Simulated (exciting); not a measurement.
# Core excitons at the Ta L₃ edge of Li3TaO4

How far do the exchange and direct terms reshape the Ta L₃ edge of Li3TaO4?

Calculated with exciting sodium; X-ray absorption, core-level Bethe-Salpeter equation, exchange and statically screened direct term, Tamm-Dancoff, all-electron LAPW+lo LDA.

Most raw output is cut from this account.

## Step 1: The starting structure

Symmetry: I4/mmm, No. 139, tetragonal system. Conventional cell: a = 4.130 Å, b = 4.130 Å, c = 8.718 Å, α = 90.00°, β = 90.00°, γ = 90.00°. Ta has 6 O at 1.94 to 2.06 Å nearest. O has 1 Ta at 1.94 Å and 5 Li at 2.08 to 2.42 Å nearest. Nearest to O lie 2 Ta at 2.06 Å and 4 Li at 2.06 to 2.18 Å. Nearest to Li lie 6 O at 2.08 to 2.18 Å. Li has 6 O at 2.06 to 2.42 Å nearest. Farther neighbours and most contacts between anions are not listed.

As a file:

```xyz
8
Lattice="-2.0648 2.0648 4.3590 2.0648 -2.0648 4.3590 2.0648 2.0648 -4.3590" Properties=species:S:1:pos:R:3 pbc="T T T"
Ta    0.0000    0.0000    0.0000
O     0.0000    0.0000    1.9366
O     0.0000    2.0648    0.0000
O     0.0000    0.0000    6.7813
O     2.0648    0.0000    0.0000
Li    0.0000    2.0648    2.1795
Li    2.0648    0.0000    2.1795
Li    0.0000    0.0000    4.3590
```

Differences between curves are given as r.m.s. difference over r.m.s. height.

## Step 2: The self-consistent potential

The species files are the program's own, with muffin-tin radii set in the input.

File input.xml:

```
<input>
  <title>Li3TaO4</title>
  <structure speciespath="." autormt="false" epslat="1.0e-5">
    <crystal>
      <basevect>-3.9018970528 3.9018970528 8.2372764915</basevect>
      <basevect>3.9018970528 -3.9018970528 8.2372764915</basevect>
      <basevect>3.9018970528 3.9018970528 -8.2372764915</basevect>
    </crystal>
    <species speciesfile="Ta.xml" rmt="2.058">
      <atom coord="0.0000000000 0.0000000000 0.0000000000"/>
    </species>
    <species speciesfile="O.xml" rmt="1.492">
      <atom coord="0.2221410000 0.2221410000 0.0000000000"/>
      <atom coord="0.5000000000 0.0000000000 0.5000000000"/>
      <atom coord="0.7778590000 0.7778590000 0.0000000000"/>
      <atom coord="0.0000000000 0.5000000000 0.5000000000"/>
    </species>
    <species speciesfile="Li.xml" rmt="2.163">
      <atom coord="0.7500000000 0.2500000000 0.5000000000"/>
      <atom coord="0.2500000000 0.7500000000 0.5000000000"/>
      <atom coord="0.5000000000 0.5000000000 0.0000000000"/>
    </species>
  </structure>
  <groundstate do="fromscratch" xctype="LDA_PW" ngridk="4 4 4" rgkmax="6.5" gmaxvr="14" nempty="8" swidth="0.001" maxscl="100" epsengy="1e-5"/>
</input>
```

Command:

```
$ OMP_NUM_THREADS=1 mpirun -n 4 exciting
```

Wall time 1.9 min (4 MPI ranks of Intel Xeon at 2.70GHz, shared host).

The warnings file holds hints only, no warning.

The mesh shows a gap of 1.50 eV. Core levels (Dirac, from the valence top):

| atom | level | energy (eV) |
| --- | --- | --- |
| Ta | 3s1/2 | -2638.4 |
| Ta | 3p1/2 | -2412.1 |
| Ta | 3p3/2 | -2138.9 |
| Ta | 3d3/2 | -1755.8 |
| Ta | 3d5/2 | -1696.2 |
| Ta | 4s1/2 | -532.9 |
| Ta | 4p1/2 | -439.6 |
| Ta | 4p3/2 | -376.5 |
| Ta | 4d3/2 | -223.1 |
| Ta | 4d5/2 | -211.5 |
| O | 1s1/2 | -499.5 |

## Step 3: A richer basis for the empty states

Each species file gets more local orbitals, built from u and its energy derivative at 0.15 Ha and u at 0.9 Ha.

input.xml is that of step 2.

File SPECIES.xml, added lines:

```
<lo l="L">  <!-- L = 0, 1, 2, and 3 from Cs on -->
  <wf matchingOrder="0" trialEnergy="0.1500" searchE="false"/>
  <wf matchingOrder="1" trialEnergy="0.1500" searchE="false"/>
  <wf matchingOrder="0" trialEnergy="0.9000" searchE="false"/>
</lo>
```

Command:

```
$ OMP_NUM_THREADS=1 mpirun -n 4 exciting
```

The job ended after 2 min (4 MPI ranks).

Against the first ground state the total energy moves by -7 meV an atom and the gap by 0.00 eV.

## Step 4: Screening, kernels and BSE for Ta atom 1

The absorber has 2 O at 1.94 Å and 4 O at 2.06 Å (distorted octahedral, site symmetry 4/mmm).

Edit input.xml of step 3 so:

```diff
@@ -23,3 +23,19 @@
   </structure>
-  <groundstate do="fromscratch" xctype="LDA_PW" ngridk="4 4 4" rgkmax="6.5" gmaxvr="14" nempty="8" swidth="0.001" maxscl="100" epsengy="1e-5"/>
+  <groundstate do="skip" xctype="LDA_PW" ngridk="4 4 4" rgkmax="6.5" gmaxvr="14" nempty="8" swidth="0.001" maxscl="100" epsengy="1e-5"/>
+  <xs xstype="BSE" ngridk="3 3 4" ngridq="3 3 4" vkloff="0.097 0.273 0.493" rgkmax="6.5" nempty="36" gqmax="3" lmaxapwwf="5" lmaxemat="3" broad="0.08967" tevout="true">
+    <energywindow intv="358.313 359.930" points="439"/>
+    <screening screentype="full" nempty="58"/>
+    <BSE xas="true" xasspecies="1" xasatom="1" xasedge="L3" bsetype="singlet" nstlxas="1 32"/>
+    <qpointset>
+      <qpoint>0 0 0</qpoint>
+    </qpointset>
+    <plan>
+      <doonly task="xsgeneigvec"/>
+      <doonly task="writepmatxs"/>
+      <doonly task="scrgeneigvec"/>
+      <doonly task="scrwritepmat"/>
+      <doonly task="screen"/>
+      <doonly task="scrcoulint"/>
+    </plan>
+  </xs>
 </input>
```

File input.xml for the exchange start (cutoff and plan only):

```
  gqmax="2"
  <plan>
    <doonly task="exccoulint"/>
  </plan>
```

File input.xml for the last start (plan only):

```
  <plan>
    <doonly task="bse"/>
  </plan>
```

Command:

```
$ OMP_NUM_THREADS=1 mpirun -n 4 exciting
$ OMP_NUM_THREADS=1 mpirun -n 4 exciting
$ OMP_NUM_THREADS=4 exciting
```

Wall time 50 min (4 MPI ranks).

Wall time by task: xsgeneigvec 20 s, writepmatxs 20 s, scrgeneigvec 15 s, scrwritepmat 13 s, screen 20 min, scrcoulint 15 min, exccoulint 12 min, bse 87 s.

The Ta L₃ spectrum of Ta atom 1 (energy from the Kohn–Sham onset, core level to the lowest empty state found on the meshes used, 9762.19 eV; the ground-state mesh sets it, and the shifted mesh has its lowest transition 0.11 eV above it; Im ε scaled to the maximum of the singlet run; cut below the end of the band set):

| E (eV) | isotropic | ε ⊥ c | ε ∥ c |
| --- | --- | --- | --- |
| -11.5 | 0.06 | 0.07 | 0.06 |
| -11.0 | 0.07 | 0.07 | 0.07 |
| -10.5 | 0.08 | 0.08 | 0.07 |
| -10.0 | 0.08 | 0.09 | 0.08 |
| -9.5 | 0.09 | 0.10 | 0.08 |
| -9.0 | 0.10 | 0.11 | 0.09 |
| -8.5 | 0.11 | 0.12 | 0.10 |
| -8.0 | 0.13 | 0.13 | 0.12 |
| -7.5 | 0.15 | 0.15 | 0.13 |
| -7.0 | 0.17 | 0.17 | 0.15 |
| -6.5 | 0.19 | 0.20 | 0.17 |
| -6.0 | 0.22 | 0.23 | 0.19 |
| -5.5 | 0.26 | 0.27 | 0.22 |
| -5.0 | 0.30 | 0.32 | 0.26 |
| -4.5 | 0.36 | 0.39 | 0.31 |
| -4.0 | 0.43 | 0.47 | 0.37 |
| -3.5 | 0.52 | 0.56 | 0.44 |
| -3.0 | 0.63 | 0.67 | 0.53 |
| -2.5 | 0.74 | 0.78 | 0.64 |
| -2.0 | 0.84 | 0.88 | 0.76 |
| -1.5 | 0.93 | 0.96 | 0.88 |
| -1.0 | 0.98 | 1.00 | 0.96 |
| -0.5 | 1.00 | 1.01 | 0.99 |
| 0.0 | 0.99 | 0.99 | 0.97 |
| 0.5 | 0.96 | 0.97 | 0.93 |
| 1.0 | 0.93 | 0.95 | 0.90 |
| 1.5 | 0.90 | 0.91 | 0.88 |
| 2.0 | 0.86 | 0.85 | 0.88 |
| 2.5 | 0.80 | 0.77 | 0.87 |
| 3.0 | 0.74 | 0.69 | 0.84 |
| 3.5 | 0.67 | 0.61 | 0.79 |
| 4.0 | 0.60 | 0.54 | 0.73 |
| 4.5 | 0.55 | 0.49 | 0.66 |
| 5.0 | 0.49 | 0.45 | 0.59 |
| 5.5 | 0.45 | 0.41 | 0.53 |
| 6.0 | 0.41 | 0.37 | 0.48 |
| 6.5 | 0.38 | 0.35 | 0.44 |
| 7.0 | 0.35 | 0.32 | 0.40 |
| 7.5 | 0.32 | 0.30 | 0.36 |
| 8.0 | 0.30 | 0.28 | 0.33 |
| 8.5 | 0.28 | 0.27 | 0.30 |
| 9.0 | 0.27 | 0.26 | 0.28 |
| 9.5 | 0.26 | 0.26 | 0.26 |
| 10.0 | 0.25 | 0.25 | 0.24 |
| 10.5 | 0.24 | 0.25 | 0.23 |
| 11.0 | 0.24 | 0.25 | 0.21 |
| 11.5 | 0.23 | 0.24 | 0.20 |
| 12.0 | 0.22 | 0.23 | 0.19 |
| 12.5 | 0.21 | 0.22 | 0.19 |
| 13.0 | 0.20 | 0.21 | 0.18 |
| 13.5 | 0.19 | 0.20 | 0.17 |
| 14.0 | 0.18 | 0.19 | 0.16 |
| 14.5 | 0.17 | 0.18 | 0.16 |
| 15.0 | 0.17 | 0.17 | 0.15 |
| 15.5 | 0.16 | 0.16 | 0.15 |
| 16.0 | 0.15 | 0.16 | 0.15 |
| 16.5 | 0.15 | 0.15 | 0.14 |
| 17.0 | 0.14 | 0.15 | 0.14 |
| 17.5 | 0.14 | 0.14 | 0.14 |
| 18.0 | 0.14 | 0.14 | 0.13 |
| 18.5 | 0.13 | 0.14 | 0.13 |
| 19.0 | 0.13 | 0.13 | 0.13 |
| 19.5 | 0.13 | 0.13 | 0.13 |
| 20.0 | 0.13 | 0.13 | 0.13 |
| 20.5 | 0.13 | 0.13 | 0.13 |
| 21.0 | 0.13 | 0.13 | 0.13 |
| 21.5 | 0.13 | 0.13 | 0.13 |
| 22.0 | 0.13 | 0.13 | 0.13 |
| 22.5 | 0.13 | 0.13 | 0.13 |
| 23.0 | 0.13 | 0.13 | 0.13 |
| 23.5 | 0.13 | 0.13 | 0.13 |

Maxima (height): -0.6 eV (1.00).

The Hamiltonian has 4608 rows. The lowest groups of eigenvalues and the brightest ones, on the scale above (the program counts from the shifted mesh's onset, 0.11 eV higher). Core spinors bring spin-forbidden partners, so dark means forbidden by spin or by symmetry, and the shifted mesh splits states that symmetry would keep together:

| energy (eV) | states within 10 meV | relative strength |
| --- | --- | --- |
| -1.974 | 4 | 0.47 |
| -0.816 | 8 | 1.00 |
| -0.312 | 4 | 0.0050 |
| -0.151 | 4 | 0.011 |
| 0.124 | 4 | 0.0083 |
| 0.379 | 4 | 0.0032 |
| 1.483 | 4 | 0.53 |
| 2.638 | 8 | 0.046 |
| 2.746 | 4 | 0.15 |
| 2.781 | 4 | 0.070 |
| 4.807 | 4 | 0.060 |

## Step 5: Independent particles

Edit input.xml of step 4 so:

```diff
@@ -27,3 +27,3 @@
     <screening screentype="full" nempty="58"/>
-    <BSE xas="true" xasspecies="1" xasatom="1" xasedge="L3" bsetype="singlet" nstlxas="1 32"/>
+    <BSE xas="true" xasspecies="1" xasatom="1" xasedge="L3" bsetype="IP" nstlxas="1 32"/>
     <qpointset>
@@ -32,8 +32,3 @@
     <plan>
-      <doonly task="xsgeneigvec"/>
-      <doonly task="writepmatxs"/>
-      <doonly task="scrgeneigvec"/>
-      <doonly task="scrwritepmat"/>
-      <doonly task="screen"/>
-      <doonly task="scrcoulint"/>
+      <doonly task="bse"/>
     </plan>
```

Command:

```
$ OMP_NUM_THREADS=4 exciting
```

Wall time 3 s (4 threads).

Maxima (height): 3.4 eV (0.88). Against the singlet run the r.m.s. difference is 60 %. Moving the earlier curve by +4.2 eV leaves 14 %. The highest maximum lies at 3.4 eV (0.88), against -0.6 eV (1.00).

## Step 6: Exchange alone

Edit input.xml of step 5 so:

```diff
@@ -27,3 +27,3 @@
     <screening screentype="full" nempty="58"/>
-    <BSE xas="true" xasspecies="1" xasatom="1" xasedge="L3" bsetype="IP" nstlxas="1 32"/>
+    <BSE xas="true" xasspecies="1" xasatom="1" xasedge="L3" bsetype="RPA" nstlxas="1 32"/>
     <qpointset>
```

Command:

```
$ OMP_NUM_THREADS=4 exciting
```

Wall time 82 s (4 threads).

Maxima (height): 3.4 eV (0.88). The spectrum is that of the independent-particle run within 1 %.

## Step 7: A changed run

In this try the input is made faulty on purpose, to show what that does.

Edit input.xml of step 6 so:

```diff
@@ -24,6 +24,6 @@
   <groundstate do="skip" xctype="LDA_PW" ngridk="4 4 4" rgkmax="6.5" gmaxvr="14" nempty="8" swidth="0.001" maxscl="100" epsengy="1e-5"/>
-  <xs xstype="BSE" ngridk="3 3 4" ngridq="3 3 4" vkloff="0.097 0.273 0.493" rgkmax="6.5" nempty="36" gqmax="3" lmaxapwwf="5" lmaxemat="3" broad="0.08967" tevout="true">
+  <xs xstype="BSE" ngridk="3 3 4" ngridq="3 3 4" vkloff="0.097 0.273 0.493" rgkmax="6.5" nempty="7" gqmax="3" lmaxapwwf="5" lmaxemat="3" broad="0.08967" tevout="true">
     <energywindow intv="358.313 359.930" points="439"/>
     <screening screentype="full" nempty="58"/>
-    <BSE xas="true" xasspecies="1" xasatom="1" xasedge="L3" bsetype="RPA" nstlxas="1 32"/>
+    <BSE xas="true" xasspecies="1" xasatom="1" xasedge="L3" bsetype="singlet" nstlxas="1 3"/>
     <qpointset>
@@ -32,3 +32,4 @@
     <plan>
-      <doonly task="bse"/>
+      <doonly task="writepmatxs"/>
+      <doonly task="scrcoulint"/>
     </plan>
```

File input.xml for the exchange start (cutoff and plan only):

```
  gqmax="2"
  <plan>
    <doonly task="exccoulint"/>
  </plan>
```

File input.xml for the last start (plan only):

```
  <plan>
    <doonly task="bse"/>
  </plan>
```

Command:

```
$ OMP_NUM_THREADS=1 mpirun -n 4 exciting
$ OMP_NUM_THREADS=1 mpirun -n 4 exciting
$ OMP_NUM_THREADS=4 exciting
```

Wall time 3.6 min (4 MPI ranks).

Wall time by task: writepmatxs 13 s, scrcoulint 2.3 min, exccoulint 64 s, bse 1.8 s.

The input has a fault: far too few conduction bands in the BSE. Against the singlet run the r.m.s. difference is 56 %. The highest maximum lies at -1.0 eV (0.66), against -0.6 eV (1.00). The first bright state moves from -1.97 to -1.83 eV. Transitions to the missing bands are absent and can't mix into the lines that are left.

| E (eV) | first run | this run |
| --- | --- | --- |
| -11.0 | 0.07 | 0.04 |
| -10.0 | 0.08 | 0.05 |
| -9.0 | 0.10 | 0.06 |
| -8.0 | 0.13 | 0.08 |
| -7.0 | 0.17 | 0.10 |
| -6.0 | 0.22 | 0.14 |
| -5.0 | 0.30 | 0.19 |
| -4.0 | 0.43 | 0.28 |
| -3.0 | 0.63 | 0.42 |
| -2.0 | 0.84 | 0.58 |
| -1.0 | 0.98 | 0.66 |
| 0.0 | 0.99 | 0.59 |
| 1.0 | 0.93 | 0.44 |
| 2.0 | 0.86 | 0.31 |
| 3.0 | 0.74 | 0.21 |
| 4.0 | 0.60 | 0.15 |
| 5.0 | 0.49 | 0.11 |
| 6.0 | 0.41 | 0.08 |
| 7.0 | 0.35 | 0.06 |
| 8.0 | 0.30 | 0.05 |
| 9.0 | 0.27 | 0.04 |
| 10.0 | 0.25 | 0.03 |
| 11.0 | 0.24 | 0.03 |
| 12.0 | 0.22 | 0.02 |
| 13.0 | 0.20 | 0.02 |
| 14.0 | 0.18 | 0.02 |
| 15.0 | 0.17 | 0.02 |
| 16.0 | 0.15 | 0.01 |
| 17.0 | 0.14 | 0.01 |
| 18.0 | 0.14 | 0.01 |
| 19.0 | 0.13 | 0.01 |
| 20.0 | 0.13 | 0.01 |
| 21.0 | 0.13 | 0.01 |
| 22.0 | 0.13 | 0.01 |
| 23.0 | 0.13 | 0.01 |

## Step 8: Coarser mesh

Changed against the first singlet run: k mesh from 3×3×4 to 2×2×3.

Edit input.xml of step 7 so:

```diff
@@ -24,6 +24,6 @@
   <groundstate do="skip" xctype="LDA_PW" ngridk="4 4 4" rgkmax="6.5" gmaxvr="14" nempty="8" swidth="0.001" maxscl="100" epsengy="1e-5"/>
-  <xs xstype="BSE" ngridk="3 3 4" ngridq="3 3 4" vkloff="0.097 0.273 0.493" rgkmax="6.5" nempty="7" gqmax="3" lmaxapwwf="5" lmaxemat="3" broad="0.08967" tevout="true">
+  <xs xstype="BSE" ngridk="2 2 3" ngridq="2 2 3" vkloff="0.097 0.273 0.493" rgkmax="6.5" nempty="36" gqmax="3" lmaxapwwf="5" lmaxemat="3" broad="0.08967" tevout="true">
     <energywindow intv="358.313 359.930" points="439"/>
     <screening screentype="full" nempty="58"/>
-    <BSE xas="true" xasspecies="1" xasatom="1" xasedge="L3" bsetype="singlet" nstlxas="1 3"/>
+    <BSE xas="true" xasspecies="1" xasatom="1" xasedge="L3" bsetype="singlet" nstlxas="1 32"/>
     <qpointset>
@@ -32,3 +32,7 @@
     <plan>
+      <doonly task="xsgeneigvec"/>
       <doonly task="writepmatxs"/>
+      <doonly task="scrgeneigvec"/>
+      <doonly task="scrwritepmat"/>
+      <doonly task="screen"/>
       <doonly task="scrcoulint"/>
```

File input.xml for the exchange start (cutoff and plan only):

```
  gqmax="2"
  <plan>
    <doonly task="exccoulint"/>
  </plan>
```

File input.xml for the last start (plan only):

```
  <plan>
    <doonly task="bse"/>
  </plan>
```

The job ended after 9.3 min (4 MPI ranks).

Wall time by task: xsgeneigvec 9.8 s, writepmatxs 9.9 s, scrgeneigvec 7.2 s, scrwritepmat 8.3 s, screen 3 min, scrcoulint 1.9 min, exccoulint 3.6 min, bse 3.8 s.

These settings are cheaper. Against the singlet run the r.m.s. difference is 1 %. The first bright state moves from -1.97 to -1.94 eV. The lowest bare transition of this run lies at 0.39 eV, against 0.11. A coarse mesh samples few band energies, and it inflates the long-range part of the attraction.

| E (eV) | first run | this run |
| --- | --- | --- |
| -11.0 | 0.07 | 0.07 |
| -10.0 | 0.08 | 0.08 |
| -9.0 | 0.10 | 0.10 |
| -8.0 | 0.13 | 0.13 |
| -7.0 | 0.17 | 0.16 |
| -6.0 | 0.22 | 0.22 |
| -5.0 | 0.30 | 0.30 |
| -4.0 | 0.43 | 0.42 |
| -3.0 | 0.63 | 0.61 |
| -2.0 | 0.84 | 0.83 |
| -1.0 | 0.98 | 0.98 |
| 0.0 | 0.99 | 0.99 |
| 1.0 | 0.93 | 0.94 |
| 2.0 | 0.86 | 0.86 |
| 3.0 | 0.74 | 0.75 |
| 4.0 | 0.60 | 0.61 |
| 5.0 | 0.49 | 0.50 |
| 6.0 | 0.41 | 0.42 |
| 7.0 | 0.35 | 0.35 |
| 8.0 | 0.30 | 0.30 |
| 9.0 | 0.27 | 0.27 |
| 10.0 | 0.25 | 0.25 |
| 11.0 | 0.24 | 0.24 |
| 12.0 | 0.22 | 0.22 |
| 13.0 | 0.20 | 0.20 |
| 14.0 | 0.18 | 0.18 |
| 15.0 | 0.17 | 0.17 |
| 16.0 | 0.15 | 0.15 |
| 17.0 | 0.14 | 0.14 |
| 18.0 | 0.14 | 0.14 |
| 19.0 | 0.13 | 0.14 |
| 20.0 | 0.13 | 0.14 |
| 21.0 | 0.13 | 0.13 |
| 22.0 | 0.13 | 0.14 |
| 23.0 | 0.13 | 0.14 |

## Step 9: From independent particles to the full kernel

| level | curve passes 0.15 (eV) | highest maximum (eV) | its height |
| --- | --- | --- | --- |
| IP | -3.1 | 3.4 | 0.88 |
| RPA | -3.1 | 3.4 | 0.88 |
| singlet | -7.3 | -0.6 | 1.00 |

| E (eV) | IP | RPA | singlet |
| --- | --- | --- | --- |
| -11.0 | 0.04 | 0.04 | 0.07 |
| -10.0 | 0.04 | 0.04 | 0.08 |
| -9.0 | 0.05 | 0.05 | 0.10 |
| -8.0 | 0.06 | 0.06 | 0.13 |
| -7.0 | 0.07 | 0.07 | 0.17 |
| -6.0 | 0.08 | 0.08 | 0.22 |
| -5.0 | 0.10 | 0.10 | 0.30 |
| -4.0 | 0.12 | 0.12 | 0.43 |
| -3.0 | 0.16 | 0.16 | 0.63 |
| -2.0 | 0.21 | 0.21 | 0.84 |
| -1.0 | 0.29 | 0.29 | 0.98 |
| 0.0 | 0.41 | 0.41 | 0.99 |
| 1.0 | 0.57 | 0.57 | 0.93 |
| 2.0 | 0.75 | 0.75 | 0.86 |
| 3.0 | 0.87 | 0.87 | 0.74 |
| 4.0 | 0.86 | 0.86 | 0.60 |
| 5.0 | 0.78 | 0.78 | 0.49 |
| 6.0 | 0.71 | 0.71 | 0.41 |
| 7.0 | 0.66 | 0.66 | 0.35 |
| 8.0 | 0.62 | 0.62 | 0.30 |
| 9.0 | 0.58 | 0.58 | 0.27 |
| 10.0 | 0.52 | 0.52 | 0.25 |
| 11.0 | 0.45 | 0.45 | 0.24 |
| 12.0 | 0.39 | 0.39 | 0.22 |
| 13.0 | 0.35 | 0.35 | 0.20 |
| 14.0 | 0.31 | 0.31 | 0.18 |
| 15.0 | 0.28 | 0.28 | 0.17 |
| 16.0 | 0.25 | 0.25 | 0.15 |
| 17.0 | 0.22 | 0.22 | 0.14 |
| 18.0 | 0.20 | 0.20 | 0.14 |
| 19.0 | 0.19 | 0.19 | 0.13 |
| 20.0 | 0.18 | 0.18 | 0.13 |
| 21.0 | 0.18 | 0.18 | 0.13 |
| 22.0 | 0.18 | 0.18 | 0.13 |
| 23.0 | 0.18 | 0.18 | 0.13 |

## Step 10: Results

- absorber and edge: Ta L₃, atom 1
- surroundings: 2 O at 1.94 Å and 4 O at 2.06 Å (distorted octahedral, site symmetry 4/mmm)
- first bright state: -1.97 eV from the Kohn–Sham onset, on this mesh
- highest maximum: -0.6 eV
- cost of the BSE run: 50 min on 4 MPI ranks of Intel Xeon at 2.70GHz, shared host; the last task ran on as many threads

Is a core exciton bound? Yes on this mesh: the first bright state (over 5 % of the brightest) lies at -1.97 eV from the Kohn–Sham onset and at -2.08 eV from the lowest bare transition of its own mesh. Exchange alone changes the independent-particle spectrum by 0.0 % r.m.s. Binding energies aren't converged on 36 k points, and fine structure above the first lines is partly noise of the mesh. Exchange and the short-range direct term aren't converged in the kernel cutoff. The zero comes from the unshifted 4×4×4 ground-state mesh; it is exact only where the band minimum lies on that mesh. The conduction states carry no spin here, so the exchange coupling to the spinor core hole is only partly held. This core level is treated alone, with no coupling to its spin–orbit partner. The Kohn–Sham onset, 9762 eV, is no photon energy (tabulated edge of the element: 9881 eV): the scale needs a rigid shift. No quasiparticle correction widens the gap or stretches the bands. Vibrations and energy-dependent lifetimes are left out. The structure is a Materials Project entry, computed there, and may be a hypothetical form.

[Logs are printed without paths, hosts, clocks, repeated set-up lines and the standing remarks that a program may print on its own settings, such as how far it seeks lower states.]

[Hosts, paths, dates, database ids (printed as entryN), source tags and the programs' standing remarks are cut or masked in the printed files.]
